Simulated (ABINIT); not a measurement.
# H4C (I-43m): G0W0 with ABINIT, start to end, part 2 of 3

How does a plane-wave GW calculation on H4C (I-43m) run from the first input to the gap?

ABINIT 10.8.3; LDA and many-body steps on it, plane waves. Known limits of the many-body steps: not at the basis limit.

So far. Step 2 (Ground state): The gap is direct, at Γ.

### 3. Bands along the symmetry lines

Level of this step: DFT, LDA, plane waves, norm-conserving pseudopotentials (ABINIT).

Levels along a band path, at the cheap level, show where the edges lie and whether the meshes to come will hold them.

Input file run.abi:

```
acell 3*1.0 Angstrom
rprim 
  -2.478924680900 2.478924680900 2.478924680900
  2.478924680900 -2.478924680900 2.478924680900
  2.478924680900 2.478924680900 -2.478924680900
ntypat 2
znucl 1 6
natom 5
typat 1 1 1 1 2
xred 
  0.000000000000 0.000000000000 0.746312870000
  0.746312870000 0.000000000000 0.000000000000
  0.000000000000 0.746312870000 0.000000000000
  0.253687130000 0.253687130000 0.253687130000
  0.000000000000 0.000000000000 0.000000000000
pp_dirpath "pseudos"
pseudos "H.upf, C.upf"
ecut 37
iscf -2
irdden 1
kptopt 0
nkpt 50
kpt 
  0.00000000 0.00000000 0.00000000
  0.06250000 -0.06250000 0.06250000
  0.12500000 -0.12500000 0.12500000
  0.18750000 -0.18750000 0.18750000
  0.25000000 -0.25000000 0.25000000
  0.31250000 -0.31250000 0.31250000
  0.37500000 -0.37500000 0.37500000
  0.43750000 -0.43750000 0.43750000
  0.50000000 -0.50000000 0.50000000
  0.43750000 -0.43750000 0.50000000
  0.37500000 -0.37500000 0.50000000
  0.31250000 -0.31250000 0.50000000
  0.25000000 -0.25000000 0.50000000
  0.18750000 -0.18750000 0.50000000
  0.12500000 -0.12500000 0.50000000
  0.06250000 -0.06250000 0.50000000
  0.00000000 0.00000000 0.50000000
  0.00000000 0.00000000 0.43750000
  0.00000000 0.00000000 0.37500000
  0.00000000 0.00000000 0.31250000
  0.00000000 0.00000000 0.25000000
  0.00000000 0.00000000 0.18750000
  0.00000000 0.00000000 0.12500000
  0.00000000 0.00000000 0.06250000
  0.00000000 0.00000000 0.00000000
  0.03125000 0.03125000 0.03125000
  0.06250000 0.06250000 0.06250000
  0.09375000 0.09375000 0.09375000
  0.12500000 0.12500000 0.12500000
  0.15625000 0.15625000 0.15625000
  0.18750000 0.18750000 0.18750000
  0.21875000 0.21875000 0.21875000
  0.25000000 0.25000000 0.25000000
  0.28125000 0.15625000 0.28125000
  0.31250000 0.06250000 0.31250000
  0.34375000 -0.03125000 0.34375000
  0.37500000 -0.12500000 0.37500000
  0.40625000 -0.21875000 0.40625000
  0.43750000 -0.31250000 0.43750000
  0.46875000 -0.40625000 0.46875000
  0.50000000 -0.50000000 0.50000000
  0.25000000 0.25000000 0.25000000
  0.21875000 0.21875000 0.28125000
  0.18750000 0.18750000 0.31250000
  0.15625000 0.15625000 0.34375000
  0.12500000 0.12500000 0.37500000
  0.09375000 0.09375000 0.40625000
  0.06250000 0.06250000 0.43750000
  0.03125000 0.03125000 0.46875000
  -0.00000000 0.00000000 0.50000000
istwfk *1
nband 11
nbdbuf 2
tolwfr 1e-08
nstep 40
prtwf 0
prtvol 0
indata_prefix "in"
outdata_prefix "out"
tmpdata_prefix "tmp"
```

Run with:

```console
$ OMP_NUM_THREADS=1 mpirun -n 4 abinit run.abi > log
```

Numbers of over 12 decimals in the logs are rounded to 6 here.

The log of the run:

```text
.Version 10.8.3 of ABINIT. v10.8.2 released Aug 2026.

 Symmetries : space group I-4 3 m (#217); Bravais cI (body-center cubic)
[... echo of the input left out ...]
== DATASET  1 ==================================================================
-   mpi_nproc: 4, omp_nthreads: 1 (-1 if OMP is not activated)

--- !DatasetInfo
iteration_state: {dtset: 1, }
dimensions: {natom: 5, nkpt: 50, mband: 11, nsppol: 1, nspinor: 1, nspden: 1, mpw: 4448, }
cutoff_energies: {ecut:  37.0, pawecutdg:  -1.0, }
electrons: {nelect:   8.00000000E+00, charge:   0.00000000E+00, occopt:   1.00000000E+00, tsmear:   1.00000000E-02, }

 Real(R)+Recip(G) space primitive vectors, cartesian coordinates (Bohr,Bohr^-1):
 R(1)= -4.6844887  4.6844887  4.6844887  G(1)=  0.0000000  0.1067352  0.1067352
 R(2)=  4.6844887 -4.6844887  4.6844887  G(2)=  0.1067352  0.0000000  0.1067352
 R(3)=  4.6844887  4.6844887 -4.6844887  G(3)=  0.1067352  0.1067352  0.0000000
 Unit cell volume ucvol=  4.1119383E+02 bohr^3
 Angles (23,13,12)=  1.09471221E+02  1.09471221E+02  1.09471221E+02 degrees

 getcut: wavevector=  0.0000  0.0000  0.0000  ngfft=  48  48  48
         ecut(hartree)=     37.000   => boxcut(ratio)=   2.16049

--- Pseudopotential description ------------------------------------------------
- H Generated using ONCVPSP code by D. R. Hamann
-  1.00000   1.00000  180309                  znucl, zion, pspdat
12 -1012 1 -1 1180                            pspcod,pspxc,lmax,lloc,mmax
     nproj     2     1
  pspatm : epsatm=    0.35439867
         --- l  ekb(1:nproj) -->
             0   -1.665338   -0.519510
             1   -0.275071
 pspatm: atomic psp has been read  and splines computed

- C Generated using ONCVPSP code by D. R. Hamann
-  6.00000   4.00000  180309                  znucl, zion, pspdat
12 -1012 1 -1 1234                            pspcod,pspxc,lmax,lloc,mmax
     nproj     2     2
  pspatm : epsatm=    4.35103003
         --- l  ekb(1:nproj) -->
             0    6.431505    0.400560
             1   -4.185684   -0.892924
 pspatm: atomic psp has been read  and splines computed

--------------------------------------------------------------------------------

================================================================================
 prteigrs : about to open file out_EIG
 Non-SCF case, kpt    1 (  0.00000  0.00000  0.00000), residuals and eigenvalues=
  1.42E-09  1.94E-09  4.64E-09  7.29E-09  7.84E-09  9.37E-10  4.20E-09  6.70E-09
[...]
-5.5230E-01 -2.5523E-01 -2.5523E-01 -2.5523E-01  1.2754E-02  1.9499E-01
  1.9499E-01  1.9499E-01  3.3780E-01  3.3780E-01  3.5895E-01
 Non-SCF case, kpt    2 (  0.06250 -0.06250  0.06250), residuals and eigenvalues=
  9.32E-10  7.76E-09  2.40E-09  4.34E-09  5.51E-09  1.35E-09  4.23E-09  4.89E-09
[...]
-5.5169E-01 -2.5697E-01 -2.5602E-01 -2.5602E-01  1.7723E-02  1.9243E-01
[...]
Non-SCF case, kpt   49 (  0.03125  0.03125  0.46875), residuals and eigenvalues=
[...]
-5.4373E-01 -2.8530E-01 -2.6533E-01 -2.5609E-01  8.7720E-02  1.3774E-01
  1.4702E-01  3.0232E-01  3.0964E-01  3.2036E-01  3.4397E-01
 Non-SCF case, kpt   50 ( -0.00000  0.00000  0.50000), residuals and eigenvalues=
[...]
-5.4376E-01 -2.8558E-01 -2.6510E-01 -2.5579E-01  8.6487E-02  1.3808E-01
  1.4795E-01  3.0597E-01  3.0690E-01  3.1944E-01  3.4338E-01

--- !ResultsGS
iteration_state: {dtset: 1, }
comment   : Summary of ground state results
lattice_vectors:
- [ -4.6844887,   4.6844887,   4.6844887, ]
- [  4.6844887,  -4.6844887,   4.6844887, ]
- [  4.6844887,   4.6844887,  -4.6844887, ]
lattice_lengths: [   8.11377,    8.11377,    8.11377, ]
lattice_angles: [109.471, 109.471, 109.471, ] # degrees, (23, 13, 12)
lattice_volume:   4.1119383E+02
convergence: {deltae:  0.000E+00, res2:  0.000E+00, residm:  9.903E-09, diffor:  0.000E+00, }
etotal    :  -8.35899161E+00
entropy   :   0.00000000E+00
fermie    :  -2.55225365E-01
cartesian_stress_tensor: null
pressure_GPa: null
xred      :
- [  9.1638E-20,   9.1638E-20,   7.4631E-01,  H]
- [  7.4631E-01,  -9.1638E-20,   1.2012E-17,  H]
- [ -9.1638E-20,   7.4631E-01,   1.1829E-17,  H]
- [  2.5369E-01,   2.5369E-01,   2.5369E-01,  H]
- [  0.0000E+00,   0.0000E+00,   0.0000E+00,  C]
cartesian_forces: null
force_length_stats: {min: null, max: null, mean: null, }

 Integrated electronic density in atomic spheres:
 ------------------------------------------------
 Atom  Sphere_radius  Integrated_density
[...]
================================================================================

 ----iterations are completed or convergence reached----

 Mean square residual over all n,k,spin=   44.292E-10; max=  99.033E-10
 reduced coordinates (array xred) for    5 atoms
[...]
cartesian coordinates (angstrom) at end:
    1      1.850053     1.850053    -1.850053
    2     -1.850053     1.850053     1.850053
    3      1.850053    -1.850053     1.850053
    4      0.628871     0.628871     0.628871
    5      0.000000     0.000000     0.000000
 length scales=  1.889726125908  1.889726125908  1.889726125908 bohr
              =  1.000000000000  1.000000000000  1.000000000000 angstroms
 prteigrs : about to open file out_EIG
 Eigenvalues (hartree) for nkpt=  50  k points:
 kpt#   1, nband= 11, wtk=  1.00000, kpt=  0.0000  0.0000  0.0000 (reduced coord)
[...]
kpt#   2, nband= 11, wtk=  1.00000, kpt=  0.0625 -0.0625  0.0625 (reduced coord)
[...]
kpt#   3, nband= 11, wtk=  1.00000, kpt=  0.1250 -0.1250  0.1250 (reduced coord)
[...]
kpt#  49, nband= 11, wtk=  1.00000, kpt=  0.0313  0.0313  0.4688 (reduced coord)
  -0.54373   -0.28530   -0.26533   -0.25609    0.08772    0.13774    0.14702    0.30232
   0.30964    0.32036    0.34397
 kpt#  50, nband= 11, wtk=  1.00000, kpt=  0.0000  0.0000  0.5000 (reduced coord)
  -0.54376   -0.28558   -0.26510   -0.25579    0.08649    0.13808    0.14795    0.30597
   0.30690    0.31944    0.34338

== END DATASET(S) ==============================================================
================================================================================

 -outvars: echo values of variables after computation  --------
            nband          11
             nkpt          50
          spgroup         217
 [... the other variables as echoed above ...]

 Calculation completed.
```

Elapsed: 13 s, on 4 MPI ranks of Arm Neoverse N1, shared host; peak memory 0.3 GiB.

This step gave:

```yaml
gap: 7.292 eV
k_of_the_valence_top: 0, 0, 0
k_of_the_conduction_bottom: 0, 0, 0
least_direct_gap: 7.292 eV
```

The gap is 7.292 eV, as in the run before at this level.

The electronic bands at the labelled points (eV, zero at the top of the highest filled band; v1 is the highest filled band, c1 the lowest empty one):

```
    point     v4     v3     v2     v1     c1     c2     c3     c4
        Γ  -8.08   0.00   0.00   0.00   7.29  12.25  12.25  12.25
  halfway  -7.88  -0.45  -0.29  -0.29   9.05  11.92  12.10  12.10
        H  -7.69  -0.58  -0.58  -0.58  10.41  10.41  13.38  13.38
  halfway  -7.77  -0.71  -0.43  -0.31  10.28  10.56  12.01  12.50
        N  -7.85  -0.83  -0.27  -0.02   9.30  10.70  10.97  15.27
  halfway  -7.97  -0.43  -0.14  -0.01   8.22  11.49  11.50  13.38
        Γ  -8.08   0.00   0.00   0.00   7.29  12.25  12.25  12.25
  halfway  -7.93  -0.55  -0.11  -0.11   8.62  11.13  11.13  13.95
        P  -7.83  -0.43  -0.43  -0.43  10.46  10.46  10.46  13.10
  halfway  -7.79  -0.61  -0.61  -0.17  10.61  10.61  10.63  14.30
        H  -7.69  -0.58  -0.58  -0.58  10.41  10.41  13.38  13.38
jump to P  -7.83  -0.43  -0.43  -0.43  10.46  10.46  10.46  13.10
  halfway  -7.84  -0.71  -0.35  -0.14   9.79  10.58  10.68  14.15
        N  -7.85  -0.83  -0.27  -0.02   9.30  10.70  10.97  15.27
```

The electronic bands as a text plot (rows in eV, shown from -8.0 to 12.9 only):

```
   12.5 |++++++++++    +++        +++++++               +
   11.6 |    ++++        +++    ++++    +++           ++
   10.7 |        +++++++++++++++           ++++++++++++++++++++++
    9.9 |       +++      +++                 +++  +++       ++++
    9.0 |     ++            +++++          ++                   +
    8.1 |  +++                   ++      ++
    7.2 |++                        ++++++
    6.4 |
    5.5 |
    4.6 |
    3.8 |
    2.9 |
    2.0 |
    1.1 |
    0.3 |****              *****************      ***         ***
   -0.6 |  ************************     *************************
   -1.5 |
   -2.3 |
   -3.2 |
   -4.1 |
   -5.0 |
   -5.8 |
   -6.7 |
   -7.6 |    *********************       ************************
         Γ           H       N        Γ         P        H|P    N
```

### 4. Empty states on the mesh, 4×4×4 mesh, 48 bands

The sums over transitions need many empty states on a uniform mesh; this step solves for them.

Input file run.abi:

```
acell 3*1.0 Angstrom
rprim 
  -2.478924680900 2.478924680900 2.478924680900
  2.478924680900 -2.478924680900 2.478924680900
  2.478924680900 2.478924680900 -2.478924680900
ntypat 2
znucl 1 6
natom 5
typat 1 1 1 1 2
xred 
  0.000000000000 0.000000000000 0.746312870000
  0.746312870000 0.000000000000 0.000000000000
  0.000000000000 0.746312870000 0.000000000000
  0.253687130000 0.253687130000 0.253687130000
  0.000000000000 0.000000000000 0.000000000000
pp_dirpath "pseudos"
pseudos "H.upf, C.upf"
ecut 37
ngkpt 4 4 4
nshiftk 1
shiftk 0 0 0
kptopt 1
chksymbreak 0
iscf -2
irdden 1
istwfk *1
nband 48
nbdbuf 4
tolwfr 1e-09
nstep 60
prtvol 0
indata_prefix "in"
outdata_prefix "out"
tmpdata_prefix "tmp"
```

The log of the run:

```text
.Version 10.8.3 of ABINIT. v10.8.2 released Aug 2026.

 Symmetries : space group I-4 3 m (#217); Bravais cI (body-center cubic)
[... echo of the input left out ...]
== DATASET  1 ==================================================================
-   mpi_nproc: 4, omp_nthreads: 1 (-1 if OMP is not activated)

--- !DatasetInfo
iteration_state: {dtset: 1, }
dimensions: {natom: 5, nkpt: 8, mband: 48, nsppol: 1, nspinor: 1, nspden: 1, mpw: 4434, }
cutoff_energies: {ecut:  37.0, pawecutdg:  -1.0, }
electrons: {nelect:   8.00000000E+00, charge:   0.00000000E+00, occopt:   1.00000000E+00, tsmear:   1.00000000E-02, }

 Real(R)+Recip(G) space primitive vectors, cartesian coordinates (Bohr,Bohr^-1):
 R(1)= -4.6844887  4.6844887  4.6844887  G(1)=  0.0000000  0.1067352  0.1067352
 R(2)=  4.6844887 -4.6844887  4.6844887  G(2)=  0.1067352  0.0000000  0.1067352
 R(3)=  4.6844887  4.6844887 -4.6844887  G(3)=  0.1067352  0.1067352  0.0000000
 Unit cell volume ucvol=  4.1119383E+02 bohr^3
 Angles (23,13,12)=  1.09471221E+02  1.09471221E+02  1.09471221E+02 degrees

 getcut: wavevector=  0.0000  0.0000  0.0000  ngfft=  48  48  48
         ecut(hartree)=     37.000   => boxcut(ratio)=   2.16049

--- Pseudopotential description ------------------------------------------------
- H Generated using ONCVPSP code by D. R. Hamann
-  1.00000   1.00000  180309                  znucl, zion, pspdat
12 -1012 1 -1 1180                            pspcod,pspxc,lmax,lloc,mmax
     nproj     2     1
  pspatm : epsatm=    0.35439867
         --- l  ekb(1:nproj) -->
             0   -1.665338   -0.519510
             1   -0.275071
 pspatm: atomic psp has been read  and splines computed

- C Generated using ONCVPSP code by D. R. Hamann
-  6.00000   4.00000  180309                  znucl, zion, pspdat
12 -1012 1 -1 1234                            pspcod,pspxc,lmax,lloc,mmax
     nproj     2     2
  pspatm : epsatm=    4.35103003
         --- l  ekb(1:nproj) -->
             0    6.431505    0.400560
             1   -4.185684   -0.892924
 pspatm: atomic psp has been read  and splines computed

--------------------------------------------------------------------------------

================================================================================
 prteigrs : about to open file out_EIG
 Non-SCF case, kpt    1 (  0.00000  0.00000  0.00000), residuals and eigenvalues=
  3.27E-10  2.23E-10  2.87E-10  6.44E-10  6.85E-11  5.78E-11  1.33E-10  4.96E-10
  2.75E-11  2.51E-10  2.21E-11  5.11E-11  3.01E-10  1.56E-10  2.47E-10  3.28E-10
  1.03E-10  1.50E-10  2.44E-10  7.34E-11  2.13E-10  5.49E-10  3.89E-11  5.73E-11
[...]
-5.5230E-01 -2.5523E-01 -2.5523E-01 -2.5523E-01  1.2754E-02  1.9499E-01
  1.9499E-01  1.9499E-01  3.3780E-01  3.3780E-01  3.5895E-01  3.5895E-01
  3.5895E-01  5.1773E-01  5.1773E-01  5.1773E-01  5.9036E-01  6.7893E-01
[...]
1.2209E+00  1.2209E+00  1.2268E+00  1.2268E+00  1.2282E+00  1.2282E+00
  1.2282E+00  1.4429E+00  1.4429E+00  1.4429E+00  1.5603E+00  1.5603E+00
 prteigrs : prtvol=0 or 1, do not print more k-points.

--- !ResultsGS
iteration_state: {dtset: 1, }
comment   : Summary of ground state results
lattice_vectors:
- [ -4.6844887,   4.6844887,   4.6844887, ]
- [  4.6844887,  -4.6844887,   4.6844887, ]
- [  4.6844887,   4.6844887,  -4.6844887, ]
lattice_lengths: [   8.11377,    8.11377,    8.11377, ]
lattice_angles: [109.471, 109.471, 109.471, ] # degrees, (23, 13, 12)
lattice_volume:   4.1119383E+02
convergence: {deltae:  0.000E+00, res2:  0.000E+00, residm:  9.960E-10, diffor:  0.000E+00, }
etotal    :  -8.35899161E+00
entropy   :   0.00000000E+00
fermie    :  -2.55225365E-01
cartesian_stress_tensor: null
pressure_GPa: null
xred      :
- [  9.1638E-20,   9.1638E-20,   7.4631E-01,  H]
- [  7.4631E-01,  -9.1638E-20,   1.2012E-17,  H]
- [ -9.1638E-20,   7.4631E-01,   1.1829E-17,  H]
- [  2.5369E-01,   2.5369E-01,   2.5369E-01,  H]
- [  0.0000E+00,   0.0000E+00,   0.0000E+00,  C]
cartesian_forces: null
force_length_stats: {min: null, max: null, mean: null, }

 Integrated electronic density in atomic spheres:
 ------------------------------------------------
 Atom  Sphere_radius  Integrated_density
[...]
================================================================================

 ----iterations are completed or convergence reached----

 Mean square residual over all n,k,spin=   35.505E-11; max=  99.601E-11
 reduced coordinates (array xred) for    5 atoms
[...]
0.253687130000      0.253687130000      0.253687130000
       0.000000000000      0.000000000000      0.000000000000

 cartesian coordinates (angstrom) at end:
    1      1.850053     1.850053    -1.850053
    2     -1.850053     1.850053     1.850053
    3      1.850053    -1.850053     1.850053
    4      0.628871     0.628871     0.628871
    5      0.000000     0.000000     0.000000
 length scales=  1.889726125908  1.889726125908  1.889726125908 bohr
              =  1.000000000000  1.000000000000  1.000000000000 angstroms
 prteigrs : about to open file out_EIG
 Eigenvalues (hartree) for nkpt=   8  k points:
 kpt#   1, nband= 48, wtk=  0.01563, kpt=  0.0000  0.0000  0.0000 (reduced coord)
[...]
1.16338    1.17351    1.17351    1.22093    1.22093    1.22093    1.22685    1.22685
   1.22819    1.22819    1.22819    1.44285    1.44285    1.44285    1.56029    1.56030
 prteigrs : prtvol=0 or 1, do not print more k-points.

== END DATASET(S) ==============================================================
================================================================================

 -outvars: echo values of variables after computation  --------
            nband          48
             nkpt           8
          spgroup         217
 [... the other variables as echoed above ...]

 Calculation completed.
```

Run time: 14 s. Hardware: 4 MPI ranks; peak memory 0.29 GiB; 55 s of CPU time.

This step gave:

| Property | Result |
| --- | --- |
| gap | 7.292 eV |
| k of the valence top | 0, 0, 0 |
| k of the conduction bottom | 0, 0, 0 |
| least direct gap | 7.292 eV |
| k points computed | 8 |
| lowest point of the top converged band, above the valence top | 44.33 eV |

On this mesh the gap is 7.292 eV.

(Continued in part 3 of 3.)

[Paths, hosts, dates, memory and timing lines, banners, echoed tables and standing remarks are left out of the program output.]

[Logs are printed without paths, hosts, clocks, repeated set-up lines and the standing remarks that a program may print on its own settings, such as how far it seeks lower states.]

[Runs of the session that timed out or met a known fault of the program may be left out.]

[Hosts, paths, dates, database ids (printed as entryN), source tags and the programs' standing remarks are cut or masked in the printed files.]

[G0W0 gaps are taken among the corrected bands and points alone; a level outside them can change the order at an edge.]

[Where Ansatz stands beside ABINIT at settings called matched, ABINIT's density can come from a denser mesh and the files from another edition; pairs whose starting gaps differed by over 0.03 eV were left out, so agreement reads better than it is.]
